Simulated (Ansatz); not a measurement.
## Phonons of AlNi (Pm-3m) against volume

Wanted: Grüneisen parameters and pressure coefficients of the modes of AlNi (Pm-3m).

Method: DFT LDA, scalar-relativistic, plane waves, PAW; PAW set soft_1, in Ansatz 0.2.0.

Report form: the programs' logs are mostly left out.

The database entry behind the starting cell differs from later determinations by our own check (about 0.2 % short), so it need not match the best structure at ambient conditions.

**1. The starting structure**

The structure is cubic, space group Pm-3m (No. 221). Conventional cell: a = 2.881 Å, b = 2.881 Å, c = 2.881 Å, α = 90.00°, β = 90.00°, γ = 90.00°. Nearest to Al lie 8 Ni at 2.50 Å. Nearest to Ni lie 8 Al at 2.50 Å. Farther neighbours are not listed.

Coordinates:

```cif
data_structure
_symmetry_space_group_name_H-M 'P 1'
_symmetry_Int_Tables_number 1
_cell_length_a 2.8810
_cell_length_b 2.8810
_cell_length_c 2.8810
_cell_angle_alpha 90.000
_cell_angle_beta 90.000
_cell_angle_gamma 90.000
_cell_volume 23.91
loop_
_atom_site_label
_atom_site_type_symbol
_atom_site_fract_x
_atom_site_fract_y
_atom_site_fract_z
_atom_site_occupancy
Al1 Al 0.00000 0.00000 0.00000 1
Ni2 Ni 0.50000 0.50000 0.50000 1
```

**2. A rough relaxation first**

A rough relaxation comes first, because large forces or stress need no tight tolerances yet.

Contents of input.yaml:

```yaml
crystal:
  lattice:
    - [2.881, 0.0, 0.0]
    - [0.0, 2.881, 0.0]
    - [0.0, 0.0, 2.881]
  atoms:
    - { symbol: Al, position: [0.0, 0.0, 0.0] }
    - { symbol: Ni, position: [0.5, 0.5, 0.5] }
kpoints:
  mp_grid: { grid: [8, 8, 8] }
hamiltonian:
  xc: lda
  pseudopotentials: { kind: paw, azcp: { folder: soft_1 }, xc_functional: pbe }
scf:
  occupations: { method: gaussian, width: 0.1 }
output:
  forces: true
  stress: true
  eigenvalues: true
relax:
  adjacent_minimum: "off"
  f_tol: 0.05
  max_steps: 80
  cell: { stress_tol: 0.5 }
```

Launch:

```sh
$ ansatz run input.yaml --threads 4 --pin off --max-ram 10240MiB --backend cpu --events-out ev --progress --plain --runs-dir out
```

Elapsed: 1.4 s, on 4 threads of Arm Neoverse V1, shared host; peak memory 0.28 GiB; 4.2 s of CPU time.

This run has no spin polarisation, although Ni can carry a moment.

Step by step:

| step | energy less that of the first step (eV) | largest force component (eV/Å) | pressure (GPa) | volume (Å³) |
| --- | --- | --- | --- | --- |
| 1 | 0.0000 | 0.0000 | -8.41 | 23.91 |
| 2 | -0.0276 | 0.0000 | -3.44 | 23.18 |
| 3 | -0.0325 | 0.0000 | 0.32 | 22.70 |
| 4* | -0.0323 | 0.0000 | 0.29 | 22.70 |

Relaxation steps marked * repeat the geometry before them on a plane-wave basis chosen anew for their cell, so energy and pressure can jump there.

Forces are held to the 48 operations that the run works with; a distortion that breaks them can't arise in this run.

| conventional cell, symmetrised | before | after | change |
| --- | --- | --- | --- |
| a (Å) | 2.881 | 2.831 | -1.7 % |
| b (Å) | 2.881 | 2.831 | -1.7 % |
| c (Å) | 2.881 | 2.831 | -1.7 % |
| volume (Å³/atom) | 11.96 | 11.35 | -5.1 % |

The relaxed structure:

```cif
data_structure
_symmetry_space_group_name_H-M 'P 1'
_symmetry_Int_Tables_number 1
_cell_length_a 2.8315
_cell_length_b 2.8315
_cell_length_c 2.8315
_cell_angle_alpha 90.000
_cell_angle_beta 90.000
_cell_angle_gamma 90.000
_cell_volume 22.70
loop_
_atom_site_label
_atom_site_type_symbol
_atom_site_fract_x
_atom_site_fract_y
_atom_site_fract_z
_atom_site_occupancy
Al1 Al 0.00000 0.00000 0.00000 1
Ni2 Ni 0.50000 0.50000 0.50000 1
```

Numbers from this step:

```
pressure          : 0.2934 GPa
volume per atom   : 11.35 Å³
gap on the k-mesh : 0 eV
```

In this step the volume went from 11.96 to 11.35 Å³/atom.

**3. Relaxation**

Harmonic phonons are second derivatives at a point where the forces vanish, and they are wanted at zero stress, so atoms and cell are relaxed first.

input.yaml, the sections that differ from step 2:

```yaml
crystal:
  lattice:
    - [2.8314583044, 0.0, 0.0]
    - [0.0, 2.8314583044, 0.0]
    - [0.0, 0.0, 2.8314583044]
  atoms:
    - { symbol: Al, position: [0.0, 0.0, 0.0] }
    - { symbol: Ni, position: [0.5, 0.5, 0.5] }
kpoints:
  mp_grid: { grid: [14, 14, 14] }
relax:
  adjacent_minimum: "off"
  f_tol: 0.005
  max_steps: 80
  cell: { stress_tol: 0.05 }
# hamiltonian, scf, output: as in step 2
```

Elapsed: 3 s, on 4 threads; peak memory 0.33 GiB.

Little changed from the start: no atom moved by 0.005 Å and no cell edge by 0.1 %.

Numbers from this step:

| Property | Result |
| --- | --- |
| pressure | 9.54e-4 GPa |
| volume per atom | 11.36 Å³ |

In this step the volume went from 11.35 to 11.36 Å³/atom.

**4. Tight relaxation**

Phonons need small forces and stress, so the relaxation is finished with tight tolerances on 16×16×16 k points.

input.yaml, the sections that differ from step 3:

```yaml
crystal:
  lattice:
    - [2.8322599856, 0.0, 0.0]
    - [0.0, 2.8322599856, 0.0]
    - [0.0, 0.0, 2.8322599856]
  atoms:
    - { symbol: Al, position: [0.0, 0.0, 0.0] }
    - { symbol: Ni, position: [0.5, 0.5, 0.5] }
kpoints:
  mp_grid: { grid: [16, 16, 16] }
scf:
  occupations: { method: methfessel_paxton, width: 0.2 }
relax:
  adjacent_minimum: "off"
  f_tol: 0.001
  max_steps: 60
  cell: { stress_tol: 0.01 }
# hamiltonian, output: as in step 3
```

It took 3.4 s on 4 threads; peak memory 0.36 GiB.

Little changed from the start: no atom moved by 0.005 Å and no cell edge by 0.1 %.

Numbers from this step:

- pressure: 0.001143 GPa

The forces vanish by symmetry and the pressure is 0.001 GPa, within the tolerances set. The cell now holds 11.36 Å³/atom.

**5. Zone-centre response at rest**

Phonons follow from the second derivative of the energy, found here by linear response.

The modes at rest are the reference of the series.

input.yaml, the sections that differ from step 4:

```yaml
crystal:
  lattice:
    - [2.8319166233, 0.0, 0.0]
    - [0.0, 2.8319166233, 0.0]
    - [0.0, 0.0, 2.8319166233]
  atoms:
    - { symbol: Al, position: [0.0, 0.0, 0.0] }
    - { symbol: Ni, position: [0.5, 0.5, 0.5] }
output:
  eigenvalues: true
phonons:
  method: dfpt
# kpoints, hamiltonian, scf: as in step 4
# relax: removed
```

The job ended after 9.2 s (4 threads; peak memory 0.67 GiB; 34 s of CPU time).

Numbers from this step:

| Item | Value |
| --- | --- |
| sum-rule residual before enforcement | 1.46e-4 eV/Å² |
| point group | m-3m |
| highest optical mode at the zone centre (no LO-TO term) | 307.3 cm⁻¹ |
| lowest optical zone-centre mode | 307.3 cm⁻¹ |

Patterns of degenerate modes are one choice out of their space. The modes at Γ (shares of kinetic energy by element, %):

| mode | frequency (cm⁻¹) | symmetry | Al % | Ni % |
| --- | --- | --- | --- | --- |
| 1 | 0.0 | acoustic | 31 | 69 |
| 2 | 0.0 | acoustic | 31 | 69 |
| 3 | 0.0 | acoustic | 31 | 69 |
| 4 | 307.3 | T1u | 69 | 31 |
| 5 | 307.3 | T1u | 69 | 31 |
| 6 | 307.3 | T1u | 69 | 31 |

Displacements in mode 4 (307.3 cm⁻¹), the largest set to 1:
```
Al1  0.00  0.00  1.00
Ni2  0.00  0.00 -0.46
```

Before it was imposed, the acoustic sum rule was missed by 1.5e-4 eV/Å². Small misses are needed for a sound result but don't prove that mesh and cutoff are converged. The lowest optical mode is real, 307 cm⁻¹.

**6. Ground state of a member: 1.06 times the volume at rest**

The cell is set to 1.06 times the volume at rest; symmetry leaves nothing else free, so this is a single point.

input.yaml, the sections that differ from step 5:

```yaml
crystal:
  lattice:
    - [2.8874585012, 0.0, 0.0]
    - [0.0, 2.8874585012, 0.0]
    - [0.0, 0.0, 2.8874585012]
  atoms:
    - { symbol: Al, position: [0.0, 0.0, 0.0] }
    - { symbol: Ni, position: [0.5, 0.5, 0.5] }
output:
  forces: true
  stress: true
  eigenvalues: true
# kpoints, hamiltonian, scf: as in step 5
# phonons: removed
```

It took 1 s on 4 threads; peak memory 0.34 GiB.

This step gave:

```
pressure        : -9.541 GPa
volume per atom : 12.04 Å³
```

The forces vanish by symmetry, at a pressure of -9.54 GPa.

**7. Modes of this member: 1.06 times the volume at rest**

The zone-centre modes follow for 1.06 times the volume at rest.

Edit input.yaml of step 6 so:

```diff
@@ -16,4 +16,4 @@
 output:
-  forces: true
-  stress: true
   eigenvalues: true
+phonons:
+  method: dfpt
```

It took 9.4 s on 4 threads; peak memory 0.69 GiB; 34 s of CPU time.

Numbers from this step:

```yaml
sum_rule_residual_before_enforcement: 5.27e-5 eV/Å²
highest_optical_mode_at_the_zone_centre_no_lo_to_term: 271.6 cm⁻¹
lowest_optical_zone_centre_mode: 271.6 cm⁻¹
```

Patterns of degenerate modes are one choice out of their space. The modes at Γ (shares of kinetic energy by element, %):

| mode | frequency (cm⁻¹) | symmetry | Al % | Ni % |
| --- | --- | --- | --- | --- |
| 1 | 0.0 | acoustic | 31 | 69 |
| 2 | 0.0 | acoustic | 31 | 69 |
| 3 | 0.0 | acoustic | 31 | 69 |
| 4 | 271.6 | T1u | 69 | 31 |
| 5 | 271.6 | T1u | 69 | 31 |
| 6 | 271.6 | T1u | 69 | 31 |

The optical mode lies at 271.6 cm⁻¹.

Between step 5 and this run (volume ratio 1.06) the value for the highest optical mode at the zone centre (no LO-TO term) moves from 307 cm⁻¹ to 272 cm⁻¹ (-12 %).

**8. Ground state of a member: 0.9 times the volume at rest**

The cell is set to 0.9 times the volume at rest; symmetry leaves nothing else free, so this is a single point.

input.yaml, the sections that differ from step 7:

```yaml
crystal:
  lattice:
    - [2.7341854379, 0.0, 0.0]
    - [0.0, 2.7341854379, 0.0]
    - [0.0, 0.0, 2.7341854379]
  atoms:
    - { symbol: Al, position: [0.0, 0.0, 0.0] }
    - { symbol: Ni, position: [0.5, 0.5, 0.5] }
output:
  forces: true
  stress: true
  eigenvalues: true
# kpoints, hamiltonian, scf: as in step 7
# phonons: removed
```

Elapsed: 0.97 s, on 4 threads; peak memory 0.33 GiB; 3.2 s of CPU time.

Numbers from this step:

```yaml
pressure: 24.62 GPa
volume_per_atom: 10.22 Å³
```

The forces vanish by symmetry, at a pressure of 24.62 GPa.

**9. Modes of this member: 0.9 times the volume at rest**

The zone-centre modes follow for 0.9 times the volume at rest.

Edit input.yaml of step 8 so:

```diff
@@ -16,4 +16,4 @@
 output:
-  forces: true
-  stress: true
   eigenvalues: true
+phonons:
+  method: dfpt
```

Run time: 8.6 s. Hardware: 4 threads; peak memory 0.64 GiB; 31 s of CPU time.

This step gave:

```yaml
sum_rule_residual_before_enforcement: 1.48e-5 eV/Å²
highest_optical_mode_at_the_zone_centre_no_lo_to_term: 373.8 cm⁻¹
lowest_optical_zone_centre_mode: 373.8 cm⁻¹
```

Patterns of degenerate modes are one choice out of their space. Modes at Γ, with each element's share of the kinetic energy:

| mode | frequency (cm⁻¹) | symmetry | Al % | Ni % |
| --- | --- | --- | --- | --- |
| 1 | 0.0 | acoustic | 31 | 69 |
| 2 | 0.0 | acoustic | 31 | 69 |
| 3 | 0.0 | acoustic | 31 | 69 |
| 4 | 373.8 | T1u | 69 | 31 |
| 5 | 373.8 | T1u | 69 | 31 |
| 6 | 373.8 | T1u | 69 | 31 |

The optical mode lies at 373.8 cm⁻¹.

For the highest optical mode at the zone centre (no LO-TO term), step 5 gave 307 cm⁻¹; this run, with volume ratio 0.9, gives 374 cm⁻¹ (+22 %).

**10. All members side by side**

The members are set side by side, also those not shown above.

Each row is one cell with its response, relaxed at fixed volume as far as symmetry leaves anything free; energies are extrapolated to zero smearing, and E0 is that at rest; shape and atoms are relaxed in each cell where symmetry leaves them free; all runs use 16×16×16 k points and Methfessel-Paxton smearing of 0.2 eV. State of the crystal along the series:

| volume ratio | V (Å³/atom) | pressure (GPa) | E - E0 (meV/atom) |
| --- | --- | --- | --- |
| 0.9 | 10.22 | 24.62 | 79.5 |
| 0.92 | 10.45 | 18.58 | 48.94 |
| 0.94 | 10.67 | 13.16 | 26.5 |
| 0.96 | 10.9 | 8.298 | 11.35 |
| 0.98 | 11.13 | 3.927 | 2.736 |
| 0.99 | 11.24 | 1.912 | 0.6695 |
| 1 | 11.36 | 0.001143 | 0 |
| 1.02 | 11.58 | -3.526 | 2.543 |
| 1.04 | 11.81 | -6.694 | 9.823 |
| 1.06 | 12.04 | -9.541 | 21.36 |

Each mode is tracked from rest by its pattern, and modes that stay within 0.3 cm⁻¹ of each other stand once; shape and atoms are relaxed in each cell where symmetry leaves them free; all runs use 16×16×16 k points and Methfessel-Paxton smearing of 0.2 eV. Optical modes along the series:

| V (Å³/atom) | mode 4 T1u (cm⁻¹) |
| --- | --- |
| 10.22 | 373.8 |
| 10.45 | 359.7 |
| 10.67 | 346 |
| 10.9 | 332.7 |
| 11.13 | 319.8 |
| 11.24 | 313.5 |
| 11.36 | 307.3 |
| 11.58 | 295.1 |
| 11.81 | 283.2 |
| 12.04 | 271.6 |

From cubic fits (parabolas where under five rows exist) of ln ω and P against ln V through the rows within about 4 % of rest: γ = −d ln ω / d ln V and dω/dP = γ ω / B. Slopes at rest:

| mode | fitted frequency at rest (cm⁻¹) | Grüneisen parameter γ | dω/dP (cm⁻¹/GPa) |
| --- | --- | --- | --- |
| mode 4 T1u | 307.3 | 2.01 | 3.32 |

**11. Summary of results**

```json
{
 "members": "10",
 "highest optical mode at the zone centre (no LO-TO term), at rest": "307.3 cm⁻¹",
 "bulk modulus at rest": "186 GPa",
 "mode 4 T1u, γ": "2.01"
}
```

In words: The series spans -9.5 to 24.6 GPa, and the slope at rest gives a bulk modulus of 186 GPa. The optical mode has γ = 2.01 and moves by 3.3 cm⁻¹ for each GPa. One k mesh and one cutoff serve the ground states and modes of all volumes. These are harmonic frequencies at zero temperature: anharmonic shifts, linewidths and thermal expansion are left out. With no gap, or one that is small against the smearing, the frequencies hang on the k mesh and the smearing, most of all near Kohn anomalies. The runs are without spin polarisation, although the cell has an odd electron count. The PAW files were made for PBE; the program adapts parts of them to the functional of the run, but their partial waves stay those of PBE, an approximation that was not tested in this session. Only the zone centre was solved, so an instability at another wavevector cannot show here.

[Logs are printed without paths, hosts, clocks, repeated set-up lines and the standing remarks that a program may print on its own settings, such as how far it seeks lower states.]

[Hosts, paths, dates, database ids (printed as entryN), source tags and the programs' standing remarks are cut or masked in the printed files.]
